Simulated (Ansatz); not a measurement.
# Br on Zr(0001): change of the work function, part 4 of 4

Wanted: Δφ(θ) for Br/Zr(0001), starting from the fcc site.

Ansatz 0.2.0; plane-wave DFT, PBE, Ansatz PAW.

So far, work function, upper face (eV): step 2 (the clean slab) 4.17; step 3 (37 atoms, coverage 0.111 ML, cell 3x3) 4.10; step 4 (17 atoms, coverage 0.25 ML, cell 2x2) 4.02; step 5 (18 atoms, coverage 0.5 ML, cell 2x2) 3.98.

## (6) Adsorbate added, k-mesh 12×12×1, coverage 1 ML

System of this step: Br/Zr(0001). The cell holds 5 atoms: 4 Zr and 1 Br. Cell: a = 3.230 Å, b = 3.230 Å, c = 28.084 Å, α = 90.0°, β = 90.0°, γ = 60.0°. Vacuum lies along c.

Another coverage, to see how the dipoles act on each other as their distance changes.

The input, input.yaml:

```yaml
crystal:
  lattice:
    - [3.23, 0.0, 0.0]
    - [1.615, 2.7972620542, 0.0]
    - [0.0, 0.0, 28.0835409059]
  atoms:
    - { symbol: Zr, position: [0.6666666667, 0.6666666667, 0.3204724087] }
    - { symbol: Zr, position: [0.0, 0.0, 0.4120810491] }
    - { symbol: Zr, position: [0.6666666667, 0.6666666667, 0.5072351469] }
    - { symbol: Zr, position: [0.0, 0.0, 0.5941065033] }
    - { symbol: Br, position: [0.3333333333, 0.3333333333, 0.6795275913] }
kpoints:
  mp_grid: { grid: [12, 12, 1] }
hamiltonian:
  xc: pbe
scf:
  occupations: { method: fermi_dirac, width: 0.1 }
  convergence: { dr2_threshold: 1.0e-08 }
efield:
  axis: 3
  dipole_correction: true
  ramp_position: 0.97
  ramp_width: 0.06
relax:
  f_tol: 0.02
  max_steps: 60
  constraints: [{ sites: [0, 1] }]
output:
  write_potential: true
  write_density: true
  volumetric_format: npy
```

Launch:

```sh
ansatz run input.yaml --threads 4 --pin off --max-ram 16384MiB --backend cpu --events-out ev --progress --plain --runs-dir out
```

Standard output:

```text
[...]
Crystal: 5 atoms, lattice volume = 253.739 Å³
Basis set: ecut = 420 eV, 5025 PW (Γ), exchange–correlation on 48×48×384 points (8 copies of the dense FFT grid, shifted against one another)
Bands: 33, of which v1, the nominal top of the filled ones, is band 28 counted from 1 (27 counted from 0)
Symmetry: 6 space group operations
[...]
F+E_penalty+E_count = -19519.28547932 eV   max|allowed force component| = 9.594e-3 eV/Å
  atoms:
    - { symbol: Zr, position: [0.666667, 0.666667, 0.3204724087] }
    - { symbol: Zr, position: [-1.850372e-17, -1.850372e-17, 0.412081] }
    - { symbol: Zr, position: [0.666667, 0.666667, 0.505312] }
    - { symbol: Zr, position: [-1.561791e-17, -1.850372e-17, 0.596349] }
    - { symbol: Br, position: [0.333333, 0.333333, 0.667311] }
[key lines of the parts left out:]
SCF converged after 7 iterations
Free energy (F): -19519.285479 eV
Fermi energy:    3.737028 eV
Dipole field:    D = 0.012941 V/Å  (p = 0.018146 e·Å, saw-weighted, corrected)
Work function:   Φ+ = 3.8168 eV   Φ− = 4.1803 eV
```

Wall time 14 s (4 threads of Arm Neoverse V2, shared host); peak memory 0.57 GiB; 54 s of CPU time.

The steps of the relaxation:

| step | energy less that of the first step (eV) | largest force component (eV/Å) |
| --- | --- | --- |
| 1 | 0.0000 | 2.5505 |
| 2 | -0.5215 | 0.1961 |
| 3 | -0.5390 | 0.1262 |
| 4 | -0.5401 | 0.0096 |

The run keeps the 6 symmetry operations that the program found, so distortions that break them were not tested.

The atoms that moved most (Å):

| atom | dx | dy | dz | length |
| --- | --- | --- | --- | --- |
| Br5 | 0.000 | 0.000 | -0.343 | 0.343 |
| Zr4 | 0.000 | 0.000 | 0.063 | 0.063 |
| Zr3 | 0.000 | 0.000 | -0.054 | 0.054 |

The relaxed structure:

```
Zr Br
1.0
     3.23000    0.00000    0.00000
     1.61500    2.79726    0.00000
     0.00000    0.00000   28.08354
Zr Br
4 1
Direct
  0.66667 0.66667 0.32047
  0.00000 0.00000 0.41208
  0.66667 0.66667 0.50531
  0.00000 0.00000 0.59635
  0.33333 0.33333 0.66731
```

Running mean over 2.573 Å of the planar mean; the ramp of the sawtooth is left out. The electron's electrostatic potential energy less the Fermi level by z:

z (Å), electron's electrostatic potential energy less the Fermi level (eV) and a bar from the least value:
```
      3.5        4.2 ##############################
      4.0        4.2 ##############################
      4.5        4.2 ##############################
      5.0        4.2 ##############################
      5.5        4.1 ##############################
      6.0        3.9 #############################
      6.5        3.4 #############################
      7.0        2.1 ##########################
      7.5       -1.0 ####################
      8.0       -5.1 ############
      8.5       -7.8 #######
      9.0       -8.4 ######
      9.5       -8.4 ######
     10.0       -8.3 ######
     10.5       -8.3 ######
     11.0       -8.3 ######
     11.5       -8.3 ######
     12.0       -8.3 ######
     12.5       -8.1 ######
     13.0       -8.0 #######
     13.5       -8.2 ######
     14.0       -8.3 ######
     14.5       -8.3 ######
     15.0       -8.4 ######
     15.5       -8.4 ######
     16.0       -8.5 ######
     16.5       -8.8 #####
     17.0       -9.8 ###
     17.5      -11.5 
     18.0      -10.9 #
     18.5       -8.1 #######
     19.0       -6.0 ##########
     19.5       -4.4 ##############
     20.0       -1.1 ####################
     20.5        2.2 ##########################
     21.0        3.5 #############################
     21.5        3.8 #############################
     22.0        3.8 #############################
     22.5        3.8 #############################
     23.0        3.8 #############################
     23.5        3.8 #############################
     24.0        3.8 #############################
     24.5        3.8 #############################
     25.0        3.8 #############################
```

The relaxation took 4 steps and lowered the energy by 0.54 eV; the largest force on the free atoms ends at 0.0096 eV/Å.

The covered face has 3.82 eV, -0.35 eV against the clean one; the bare back face has moved by +0.00 eV, a measure of how thin the slab is.

## (7) Work function against coverage

This step: plane-wave DFT, PBE, Ansatz PAW; work function against coverage (Ansatz 0.2.0).

The runs are now put side by side.

This step gave:

```yaml
work_function_of_the_clean_face: 4.165 eV
largest_change_of_the_work_function: -0.3484 eV
```

Table of work function of the covered face by coverage:

| coverage (adsorbates/nm²) | work function of the covered face (eV) |
| --- | --- |
| 0.00 | 4.17 |
| 1.23 | 4.10 |
| 2.77 | 4.02 |
| 5.53 | 3.98 |
| 11.07 | 3.82 |

The dipole per adsorbate comes from the change of the cell's dipole. Coverage, by row:

| coverage (1/nm²) | coverage (ML) | work function (eV) | change (eV) | dipole per adsorbate, positive end outwards (debye) | mean height of the added atoms over the highest substrate atom (Å) |
| --- | --- | --- | --- | --- | --- |
| 1.23 | 0.1111 | 4.095 | -0.06999 | 0.152 | 2.019 |
| 2.767 | 0.25 | 4.018 | -0.147 | 0.14 | 2.048 |
| 5.534 | 0.5 | 3.978 | -0.1875 | 0.089 | 2.018 |
| 11.07 | 1 | 3.817 | -0.3484 | 0.084 | 1.993 |

## (8) What came out

| Item | Value |
| --- | --- |
| work function of the clean face | 4.17 eV |
| work function at 0.11 ML | 4.10 eV |
| work function at 0.25 ML | 4.02 eV |
| work function at 0.5 ML | 3.98 eV |
| work function at 1 ML | 3.82 eV |
| dipole per adsorbate at 0.11 ML, positive end outwards | 0.15 D |

In words: At the lowest coverage Br changes the work function of Zr(0001) by under 0.15 eV, within the error of so thin a slab; the largest change, -0.35 eV, comes at higher coverage. The slab has 4 layers, at the tabulated experimental lattice constant, one starting site was run, and quantum-size effects of a slab this thin can reach one or two tenths of an eV.

[Long decimals in the printed logs are rounded to 6 places.]

[Logs are printed without paths, hosts, clocks, repeated set-up lines and the standing remarks that a program may print on its own settings, such as how far it seeks lower states.]

[Hosts, paths, dates, database ids (printed as entryN), source tags and the programs' standing remarks are cut or masked in the printed files.]

[Maps of the electrostatic potential energy from Ansatz leave out the sawtooth potential of an applied field or a dipole correction, so their vacuum need not be flat; planar profiles and work functions include it.]
